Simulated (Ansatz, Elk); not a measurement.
# How RbLuSeS (model structure) absorbs and reflects light

Aim: the dielectric function of RbLuSeS (model structure), and the optical constants that follow from it. This is a made-up structure; whether it can be made isn't tested. It was built so: 1 of the 2 Se atoms of the cell replaced by S in the R-3m structure of RbLuSe2. The cell is first relaxed with Ansatz.

Method: DFT, LDA, all-electron APW+lo, Dirac cores, scalar-relativistic bands, independent-particle optical response without local fields, in Elk 11.2.3 (patched build).

## 1. The system as given

Symmetry: R3m, No. 160, trigonal system. The conventional cell has a = 4.043 Å, b = 4.043 Å, c = 23.121 Å, α = 90.00°, β = 90.00°, γ = 120.00°. Lu has 3 Se at 2.78 Å and 3 S at 2.78 Å nearest. Rb has 3 S at 3.31 Å and 3 Se at 3.31 Å nearest. Se has 3 Lu at 2.78 Å and 3 Rb at 3.31 Å nearest. Nearest to S lie 3 Lu at 2.78 Å and 3 Rb at 3.31 Å. Farther neighbours, and contacts between anions beyond the nearest, are not listed.

## 2. Relaxation

The structure was built or cut out here, so it is relaxed before any spectrum is computed.

This step: DFT, LDA, plane-wave PAW, default files, scalar-relativistic, relaxation (Ansatz 0.2.0).

The input, input.yaml:

```yaml
crystal:
  lattice:
    - [2.02161893, 1.16718224, 7.70709377]
    - [-2.02161893, 1.16718224, 7.70709377]
    - [0.0, -2.33436447, 7.70709377]
  atoms:
    - { symbol: Lu, position: [0.5, 0.5, 0.5] }
    - { symbol: Rb, position: [0.0, 0.0, 0.0] }
    - { symbol: Se, position: [0.23179, 0.23179, 0.23179] }
    - { symbol: S, position: [0.76821, 0.76821, 0.76821] }
kpoints:
  mp_grid: { grid: [7, 7, 7] }
scf:
  occupations: { method: fermi_dirac, width: 0.05 }
hamiltonian:
  xc: lda
output:
  forces: true
  stress: true
relax:
  f_tol: 0.02
  max_steps: 50
  cell: {}
```

Launch:

```
$ ansatz run input.yaml --threads 2 --pin off --max-ram 5120MiB --backend cpu --events-out ev --progress --plain --runs-dir out
```

The program printed:

```text
basis.fft_grid_basis auto: the FFT boxes are laid along the combinations [[1, 0, -1], [0, 1, -1], [0, 0, 1]] of the cell's own vectors, 4.043, 4.043 and 8.053 Å long. The dense box has 30×30×54 points. Along the cell's own vectors, as sized, it would have 54×54×54, 3.24 times as many. Of the 6 symmetry operations that the crystal satisfies within crystal.symmetry.tolerance (time reversal apart; of a slab, those that  [...]
Engine: ansatz 0.2.0, aarch64-unknown-linux-gnu
Pseudopotentials: kind: paw
Pseudopotential: Lu, paw, valence charge 25, recommended cutoff 420 eV (normal), Lu.paw.azcp
Pseudopotential: Rb, paw, valence charge 9, recommended cutoff 420 eV (normal), Rb.paw.azcp
Pseudopotential: Se, paw, valence charge 16, recommended cutoff 420 eV (normal), Se.paw.azcp
Pseudopotential: S, paw, valence charge 6, recommended cutoff 420 eV (normal), S.paw.azcp
Functional definition: SPW92
  exchange = slater_x
  correlation = pw_c
Crystal: 4 atoms, lattice volume = 109.114 Å³
Basis set: ecut = 420 eV, 2155 PW (Γ), FFT grids on a1−a3, a2−a3, a3
Bands: 34, of which v1, the nominal top of the filled ones, is band 28 counted from 1 (27 counted from 0)
Symmetry: 6 space group operations
Space group: R3m (ITA 160), of the structure as read, at distance tolerance 4.8e-5 Å
k-points: 44 of 343 (time reversal used)
Non-local potential: Lu, projectors of the file, l = 0: 3, l = 1: 2, l = 2: 2, l = 3: 3
Non-local potential: Rb, projectors of the file, l = 0: 3, l = 1: 2, l = 2: 2
Non-local potential: Se, projectors of the file, l = 0: 2, l = 1: 2, l = 2: 3, l = 3: 1
Non-local potential: S, projectors of the file, l = 0: 2, l = 1: 2, l = 2: 2
PAW form: soft (Blöchl's): semilocal exchange-correlation on the pseudo side does not see the compensation charge
PAW frozen core: Lu, regenerated for the run's functional, and the local potential with it (the file was generated under x = pbe(κ = 0.804, μ = 0.219515), c = pbe(β = 0.066725))
PAW frozen core: Rb, regenerated for the run's functional, and the local potential with it (the file was generated under x = pbe(κ = 0.804, μ = 0.219515), c = pbe(β = 0.066725))
PAW frozen core: Se, regenerated for the run's functional, and the local potential with it (the file was generated under x = pbe(κ = 0.804, μ = 0.219515), c = pbe(β = 0.066725))
PAW frozen core: S, regenerated for the run's functional, and the local potential with it (the file was generated under x = pbe(κ = 0.804, μ = 0.219515), c = pbe(β = 0.066725))
PAW one-centre angular grid: Lu, 590 points (default); XC on 64 Gauss nodes
PAW one-centre angular grid: Rb, 110 points (default); XC on 64 Gauss nodes
PAW one-centre angular grid: Se, 590 points (default); XC on 64 Gauss nodes
PAW one-centre angular grid: S, 110 points (default); XC on 64 Gauss nodes
Initial density: superposition of atomic densities (neutral atoms: chi_scale 0, normalization atom), corrected by the library's trained network
Initial wavefunctions: pseudopotential atomic-orbital guess
Functional: x = slater, c = lda
SCF iter   1: F=—  HF=-23923.654388 eV  |F-HF|=—  |Δ(HF+E_count)|=         —  Δρ=5.44e-3  dr2=4.34e-2  ethr=1.77e-3  ⟨swp⟩=8.0  Hψ=7289  notcnv=0  defer=5
preconditioner: auto → Resta (q_TF=auto, 2.441 Å⁻¹)  ε∞=5.9  [insulator: Δε(μ)=1.815 eV  Ē_g=9.677 eV  σ=0.050 eV  W_gap=1.00  n_scr=28 (ndim 8)  ℏωp=21.3 eV  f_vac=0.070  D(μ)=0.00/eV (n_scr^D=0)  ε∞_Penn≈5.9]
SCF iter   2: F=—  HF=-23923.643548 eV  |F-HF|=—  |Δ(HF+E_count)|=   1.08e-2  Δρ=2.90e-3  dr2=8.56e-3  ethr=7.75e-5  ⟨swp⟩=3.0  Hψ=3424  notcnv=0  defer=56
SCF iter   3: F=—  HF=-23923.643185 eV  |F-HF|=—  |Δ(HF+E_count)|=   3.64e-4  Δρ=1.38e-3  dr2=1.73e-3  ethr=1.53e-5  ⟨swp⟩=2.0  Hψ=2671  notcnv=0  defer=56
SCF iter   4: F=—  HF=-23923.641321 eV  |F-HF|=—  |Δ(HF+E_count)|=   1.86e-3  Δρ=6.53e-4  dr2=4.75e-4  ethr=3.09e-6  ⟨swp⟩=3.0  Hψ=3061  notcnv=0  defer=56
SCF iter   5: F=—  HF=-23923.641257 eV  |F-HF|=—  |Δ(HF+E_count)|=   6.47e-5  Δρ=1.20e-4  dr2=2.59e-5  ethr=8.48e-7  ⟨swp⟩=2.2  Hψ=2895  notcnv=0  defer=61
SCF iter   6: F=—  HF=-23923.641260 eV  |F-HF|=—  |Δ(HF+E_count)|=   3.25e-6  Δρ=5.46e-5  dr2=6.02e-6  ethr=4.63e-8  ⟨swp⟩=2.0  Hψ=2622  notcnv=0  defer=61
SCF iter   7: F=—  HF=-23923.641261 eV  |F-HF|=—  |Δ(HF+E_count)|=   1.32e-6  Δρ=2.62e-5  dr2=1.68e-6  ethr=1.07e-8  ⟨swp⟩=2.8  Hψ=2783  notcnv=0  defer=61
SCF iter   8: F=—  HF=-23923.641260 eV  |F-HF|=—  |Δ(HF+E_count)|=   7.63e-7  Δρ=7.70e-6  dr2=1.05e-7  ethr=2.99e-9  ⟨swp⟩=2.4  Hψ=2686  notcnv=0  defer=61
SCF iter   9: F=-23923.641260 eV  HF=-23923.641260 eV  |F-HF|=5.33e-9  |Δ(HF+E_count)|=   1.73e-9  Δρ=2.97e-6  dr2=1.19e-8  ethr=1.79e-10  ⟨swp⟩=6.0  Hψ=7759  notcnv=0
SCF 1 converged in 9 iterations: F = -23923.641260 eV  dr2 = 1.19e-8
  greatest PAW one-centre occupation: 1.000 electrons in one spin orbital (limit 2), on the Se atom at site 2 (counted from 0), in its partial waves of l = 2
relax step   1: F+E_penalty+E_count = -23923.64126035 eV  Δ(F+E_penalty+E_count) = +0.000e0 eV  max|allowed force component| = 9.493e-1 eV/Å  Δτ_max = 0.0000 Å  P = -2.995 GPa  Ω = 109.114 Å³  (9 SCF iters, dr2 threshold 1.00e-7 eV, accepted)
Crystal: 4 atoms, lattice volume = 101.635 Å³
Basis set: ecut = 420 eV, 2011 PW (Γ), FFT grids on a1−a3, a2−a3, a3
Initial density: handed on by an earlier stage of this run
Initial wavefunctions: those handed on with the density
iter 1 solved again at ethr=9.06e-4 eV; its pass at ethr=3.10e-3 eV (dr2=5.07e-1 eV) is discarded
SCF iter   1: F=—  HF=-23923.775831 eV  |F-HF|=—  |Δ(HF+E_count)|=         —  Δρ=2.21e-2  dr2=5.08e-1  ethr=9.06e-4  ⟨swp⟩=1.9  Hψ=10778  notcnv=0
preconditioner: auto → Resta (q_TF=auto, 2.470 Å⁻¹)  ε∞=6.1  [insulator: Δε(μ)=1.259 eV  Ē_g=9.817 eV  σ=0.050 eV  W_gap=1.00  n_scr=28 (ndim 8)  ℏωp=22.1 eV  f_vac=0.053  D(μ)=0.00/eV (n_scr^D=0)  ε∞_Penn≈6.1]
SCF iter   2: F=—  HF=-23923.640289 eV  |F-HF|=—  |Δ(HF+E_count)|=   1.36e-1  Δρ=6.39e-3  dr2=4.74e-2  ethr=9.06e-4  ⟨swp⟩=3.9  Hψ=3111  notcnv=0
SCF iter   3: F=—  HF=-23923.627296 eV  |F-HF|=—  |Δ(HF+E_count)|=   1.30e-2  Δρ=3.06e-3  dr2=5.13e-3  ethr=8.47e-5  ⟨swp⟩=3.1  Hψ=3382  notcnv=0  defer=63
SCF iter   4: F=—  HF=-23923.630259 eV  |F-HF|=—  |Δ(HF+E_count)|=   2.96e-3  Δρ=1.98e-3  dr2=2.12e-3  ethr=9.17e-6  ⟨swp⟩=3.1  Hψ=3726  notcnv=0  defer=63
SCF iter   5: F=—  HF=-23923.628448 eV  |F-HF|=—  |Δ(HF+E_count)|=   1.81e-3  Δρ=2.93e-4  dr2=1.19e-4  ethr=3.78e-6  ⟨swp⟩=3.0  Hψ=3565  notcnv=0  defer=63
SCF iter   6: F=—  HF=-23923.628319 eV  |F-HF|=—  |Δ(HF+E_count)|=   1.29e-4  Δρ=2.03e-4  dr2=4.27e-5  ethr=2.13e-7  ⟨swp⟩=3.0  Hψ=3501  notcnv=0  defer=63
[...]
Basis set: ecut = 420 eV, 2035 PW (Γ), FFT grids on a1−a3, a2−a3, a3
iter 1 solved again at ethr=3.11e-4 eV; its pass at ethr=3.10e-3 eV (dr2=1.74e-1 eV) is discarded
SCF iter   1: F=—  HF=-23923.805832 eV  |F-HF|=—  |Δ(HF+E_count)|=         —  Δρ=1.32e-2  dr2=1.73e-1  ethr=3.11e-4  ⟨swp⟩=2.1  Hψ=9455  notcnv=0
preconditioner: auto → Resta (q_TF=auto, 2.462 Å⁻¹)  ε∞=6.0  [insulator: Δε(μ)=1.788 eV  Ē_g=9.766 eV  σ=0.050 eV  W_gap=1.00  n_scr=28 (ndim 8)  ℏωp=21.9 eV  f_vac=0.058  D(μ)=0.00/eV (n_scr^D=0)  ε∞_Penn≈6.0]
SCF iter   2: F=—  HF=-23923.758151 eV  |F-HF|=—  |Δ(HF+E_count)|=   4.77e-2  Δρ=3.97e-3  dr2=1.82e-2  ethr=3.09e-4  ⟨swp⟩=3.3  Hψ=3242  notcnv=0
SCF iter   3: F=—  HF=-23923.755037 eV  |F-HF|=—  |Δ(HF+E_count)|=   3.11e-3  Δρ=2.33e-3  dr2=2.19e-3  ethr=3.25e-5  ⟨swp⟩=3.0  Hψ=3697  notcnv=0
SCF iter   4: F=—  HF=-23923.754220 eV  |F-HF|=—  |Δ(HF+E_count)|=   8.17e-4  Δρ=1.42e-3  dr2=9.39e-4  ethr=3.91e-6  ⟨swp⟩=3.0  Hψ=4466  notcnv=0  defer=50
SCF iter   5: F=—  HF=-23923.754315 eV  |F-HF|=—  |Δ(HF+E_count)|=   9.44e-5  Δρ=3.01e-4  dr2=7.56e-5  ethr=1.68e-6  ⟨swp⟩=2.7  Hψ=2591  notcnv=0  defer=50
SCF iter   6: F=—  HF=-23923.754296 eV  |F-HF|=—  |Δ(HF+E_count)|=   1.89e-5  Δρ=1.10e-4  dr2=1.49e-5  ethr=1.35e-7  ⟨swp⟩=2.2  Hψ=2889  notcnv=0  defer=50
SCF iter   7: F=—  HF=-23923.754299 eV  |F-HF|=—  |Δ(HF+E_count)|=   3.18e-6  Δρ=3.01e-5  dr2=1.59e-6  ethr=2.67e-8  ⟨swp⟩=2.0  Hψ=2641  notcnv=0  defer=50
SCF iter   8: F=—  HF=-23923.754299 eV  |F-HF|=—  |Δ(HF+E_count)|=   3.44e-7  Δρ=8.71e-6  dr2=1.17e-7  ethr=2.84e-9  ⟨swp⟩=2.0  Hψ=2642  notcnv=0  defer=50
SCF iter   9: F=—  HF=-23923.754299 eV  |F-HF|=—  |Δ(HF+E_count)|=   3.63e-8  Δρ=6.51e-6  dr2=3.82e-8  ethr=2.08e-10  ⟨swp⟩=2.0  Hψ=2665  notcnv=0  defer=50
SCF iter  10: F=—  HF=-23923.754299 eV  |F-HF|=—  |Δ(HF+E_count)|=   1.48e-8  Δρ=1.21e-6  dr2=1.91e-9  ethr=6.83e-11  ⟨swp⟩=2.4  Hψ=2938  notcnv=0  defer=50
SCF iter  11: F=—  HF=-23923.754299 eV  |F-HF|=—  |Δ(HF+E_count)|=  5.09e-11  Δρ=4.21e-7  dr2=1.97e-10  ethr=3.42e-12  ⟨swp⟩=2.6  Hψ=2953  notcnv=0  defer=50
SCF iter  12: F=—  HF=-23923.754299 eV  |F-HF|=—  |Δ(HF+E_count)|=  1.46e-11  Δρ=2.40e-7  dr2=7.64e-11  ethr=1.00e-12  ⟨swp⟩=6.9  Hψ=8201  notcnv=0
SCF iter  13: F=-23923.754299 eV  HF=-23923.754299 eV  |F-HF|=1.82e-11  |Δ(HF+E_count)|=  7.28e-12  Δρ=1.12e-7  dr2=1.17e-11  ethr=1.00e-12  ⟨swp⟩=6.8  Hψ=7635  notcnv=0
SCF 3 converged in 13 iterations: F = -23923.754299 eV  dr2 = 1.17e-11
relax step   3: F+E_penalty+E_count = -23923.75429914 eV  Δ(F+E_penalty+E_count) = -1.130e-1 eV  max|allowed force component| = 6.923e-2 eV/Å  Δτ_max = 0.0710 Å  P = -0.321 GPa  Ω = 103.782 Å³  energy of the carried Pulay correction = +6.929e-4 eV  (13 SCF iters, accepted)
[...]
relax step   4: F+E_penalty+E_count = -23923.75533672 eV  Δ(F+E_penalty+E_count) = -1.038e-3 eV  max|allowed force component| = 6.534e-2 eV/Å  Δτ_max = 0.0140 Å  P = -0.047 GPa  Ω = 102.938 Å³  energy of the carried Pulay correction = +8.058e-4 eV  (6 SCF iters, dr2 threshold 3.79e-7 eV, accepted)
[...]
relax step   5: F+E_penalty+E_count = -23923.75575846 eV  Δ(F+E_penalty+E_count) = -4.217e-4 eV  max|allowed force component| = 8.537e-3 eV/Å  Δτ_max = 0.0056 Å  P = +0.013 GPa  Ω = 102.980 Å³  energy of the carried Pulay correction = +8.001e-4 eV  (6 SCF iters, dr2 threshold 2.67e-7 eV, accepted)
Initial wavefunctions: pseudopotential atomic-orbital guess (no wavefunctions were taken with the density)
iter 1 solved again at ethr=5.06e-8 eV; its pass at ethr=3.10e-3 eV (dr2=2.84e-5 eV) is discarded
SCF iter   1: F=—  HF=-23923.755017 eV  |F-HF|=—  |Δ(HF+E_count)|=         —  Δρ=4.50e-5  dr2=3.26e-7  ethr=5.06e-8  ⟨swp⟩=5.7  Hψ=14413  notcnv=0
preconditioner: auto → Resta (q_TF=auto, 2.465 Å⁻¹)  ε∞=6.1  [insulator: Δε(μ)=1.677 eV  Ē_g=9.753 eV  σ=0.050 eV  W_gap=1.00  n_scr=28 (ndim 8)  ℏωp=22.0 eV  f_vac=0.054  D(μ)=0.00/eV (n_scr^D=0)  ε∞_Penn≈6.1]
SCF iter   2: F=—  HF=-23923.755015 eV  |F-HF|=—  |Δ(HF+E_count)|=   2.11e-6  Δρ=2.95e-5  dr2=3.52e-7  ethr=5.82e-10  ⟨swp⟩=3.0  Hψ=3773  notcnv=0
SCF iter   3: F=—  HF=-23923.755015 eV  |F-HF|=—  |Δ(HF+E_count)|=   6.69e-8  Δρ=1.49e-5  dr2=5.38e-8  ethr=5.82e-10  ⟨swp⟩=3.0  Hψ=3006  notcnv=0
SCF iter   4: F=—  HF=-23923.755015 eV  |F-HF|=—  |Δ(HF+E_count)|=   1.20e-8  Δρ=7.14e-6  dr2=1.39e-8  ethr=9.60e-11  ⟨swp⟩=2.3  Hψ=2789  notcnv=0
SCF iter   5: F=—  HF=-23923.755015 eV  |F-HF|=—  |Δ(HF+E_count)|=  1.82e-11  Δρ=2.07e-6  dr2=2.43e-9  ethr=2.48e-11  ⟨swp⟩=2.0  Hψ=2480  notcnv=0
SCF iter   6: F=—  HF=-23923.755015 eV  |F-HF|=—  |Δ(HF+E_count)|=  1.38e-10  Δρ=4.28e-7  dr2=1.84e-10  ethr=4.35e-12  ⟨swp⟩=2.2  Hψ=2739  notcnv=0
SCF iter   7: F=-23923.755015 eV  HF=-23923.755015 eV  |F-HF|=1.82e-11  |Δ(HF+E_count)|=  2.91e-11  Δρ=1.02e-7  dr2=2.50e-11  ethr=1.00e-12  ⟨swp⟩=5.5  Hψ=8248  notcnv=0
SCF 6 converged in 7 iterations: F = -23923.755015 eV  dr2 = 2.50e-11
relax step   6: F+E_penalty+E_count = -23923.75501464 eV  Δ(F+E_penalty+E_count) = +7.438e-4 eV  max|allowed force component| = 8.611e-3 eV/Å  Δτ_max = 0.0000 Å  P = +0.010 GPa  Ω = 102.980 Å³  stress off target by 9.91e-3 GPa  SCF on the basis re-selected at this cell (its energy is not comparable with the rows above)  (7 SCF iters)
basis re-selected at this cell: Δ(F+E_penalty+E_count) = +7.438e-4 eV, ΔP = -0.003 GPa vs the last step (what re-selecting the basis moved, of the pressure what is left beyond the Pulay correction that the steps carried, after the strain that the cell walked since its last selection, with what the two solves' SCF thresholds leave and, on support functions, any second-order correction that the steps lacked; it is no measure of the basis error at this ecutwfc). The dense FFT grid was sized anew with the basis: this SCF ran on 27×27×54 points, the steps before it on 30×30×54, so part of this shift can come from that change (see relax.cell in the input reference). [rest of the remark cut]
SCF converged after 7 iterations
Free energy (F): -23923.755015 eV
Harris-Foulkes:  -23923.755015 eV  (|F-HF|=1.82e-11)
Internal energy: -23923.755015 eV  (E = F + TS)
E sigma→0 (E₀):  -23923.755015 eV
Fermi energy:    9.130278 eV
--- Per-component energies (eV) ---
  E_band       = -505.139624
  E_kinetic    = 843.920386
  E_local      = -12529.142675  (includes V_loc(G=0)·N_el)
  E_nonlocal   = 204.257385
  E_hartree    = 5523.172006
  E_xc         = -549.079613
  E_vxc        = -585.418177  (∫ρ·V_xc dr)
  E_paw        = -12054.853938  (= ΣΔE_a)
  E_vpaw       = 514.899892  (= ΣTr[D̂ρ^β])
  E_aug_tail   = -0.000573  (compensation charges beyond the density's cutoff)
  E_ewald      = -5366.988447
  E_core_change = 4.960454  (= ΣΔE_core)
  E_smearing   = -0.000000  (= −TS)
  E_closure    = -0.000000  (closes the sum)
  Σ components = -23923.755015   (vs F -23923.755015, Δ=0.00e0)
--- Forces (eV/Å), atoms counted from 1 ---
  atom   1  Lu    -0.00000000     0.00000000     0.00228416
  atom   2  Rb     0.00000000     0.00000000     0.00394916
  atom   3  Se     0.00000000     0.00000000     0.00237248
  atom   4  S     -0.00000000    -0.00000000    -0.00861246
  max |Σ_I F_I| component: 6.66e-6 eV/Å
--- Stress (GPa, compression-positive) ---
        0.009913       0.000000      -0.000000
        0.000000       0.009913      -0.000000
       -0.000000      -0.000000       0.008962
  P = ⅓ Tr σ = 0.0096 GPa (0.096 kbar)
--- Relaxed structure (5 steps of the walk, 4 accepted, 1 SCFs on fresh bases) ---
  F+E_penalty+E_count = -23923.75501464 eV   max|allowed force component| = 8.611e-3 eV/Å   (the final SCF, on the basis selected at the relaxed cell)
  cell:  # Å, volume = 102.9803 Å³
    - [1.979377, 1.142794, 7.587636]
    - [-1.979377, 1.142794, 7.587636]
    - [0, -2.285588, 7.587636]
  atoms:
    - { symbol: Lu, position: [0.496729, 0.496729, 0.496729] }
    - { symbol: Rb, position: [0.00215785, 0.00215785, 0.00215785] }
    - { symbol: Se, position: [0.231871, 0.231871, 0.231871] }
    - { symbol: S, position: [0.769243, 0.769243, 0.769243] }
```

It took 50 s on 2 threads of Arm Neoverse V2, shared host; peak memory 0.46 GiB; 98 s of CPU time.

The column dr2 measures how far the density is from self-consistency, as an energy; F and HF (Harris–Foulkes) agree once it is small.

Relaxation path:

```csv
step,energy less that of the first step (eV),largest force component (eV/Å),pressure (GPa),volume (Å³)
1,0.0000,0.9493,-2.99,109.11
2,0.0129,1.3369,1.92,101.64
3,-0.1130,0.0692,-0.32,103.78
4,-0.1141,0.0653,-0.05,102.94
5,-0.1145,0.0085,0.01,102.98
6*,-0.1138,0.0086,0.01,102.98
```

Relaxation steps marked * repeat the geometry before them on a plane-wave basis chosen anew for their cell, so energy and pressure can jump there. Relaxation step 2 was tried and not accepted.

Forces are held to the 6 operations that the program found; a distortion that breaks them can't arise in this run.

```csv
"conventional cell, symmetrised",before,after,change
a (Å),4.043,3.959,-2.1 %
b (Å),4.043,3.959,-2.1 %
c (Å),23.121,22.763,-1.5 %
volume (Å³/atom),27.28,25.75,-5.6 %
```

The atoms that moved most (Å, as changes of fractional coordinates times the final cell):

```csv
atom,dx,dy,dz,length
Lu1,0.000,0.000,-0.074,0.074
Rb2,0.000,0.000,0.049,0.049
S4,0.000,0.000,0.024,0.024
```

The relaxed structure:

```cif
data_structure
_symmetry_space_group_name_H-M 'P 1'
_symmetry_Int_Tables_number 1
_cell_length_a 7.9244
_cell_length_b 7.9244
_cell_length_c 7.9244
_cell_angle_alpha 28.929
_cell_angle_beta 28.929
_cell_angle_gamma 28.929
_cell_volume 102.98
loop_
_atom_site_label
_atom_site_type_symbol
_atom_site_fract_x
_atom_site_fract_y
_atom_site_fract_z
_atom_site_occupancy
Lu1 Lu 0.49673 0.49673 0.49673 1
Rb2 Rb 0.00216 0.00216 0.00216 1
Se3 Se 0.23187 0.23187 0.23187 1
S4 S 0.76924 0.76924 0.76924 1
```

The relaxation ends with a largest force component of 0.0086 eV/Å and a pressure of 0.01 GPa.

(Continued in part 2 of 2.)

[Long decimals in the printed logs are rounded to 6 places.]

[Machine, clock and banner lines and Python warnings are left out of the logs.]

[Logs are printed without paths, hosts, clocks, repeated set-up lines and the standing remarks that a program may print on its own settings, such as how far it seeks lower states.]

[Hosts, paths, dates, database ids (printed as entryN), source tags and the programs' standing remarks are cut or masked in the printed files.]

[Where Elk ran, warnings of its patched build on accuracy (core leakage, angular cutoffs, spin-orbit splittings, empty states, lower magnetic states) are left out.]

[Where the starting crystal was built by hand or by swapping elements, it need not be the compound's stable phase.]

[The count of steps not shown may lack steps that the program refused or didn't finish.]
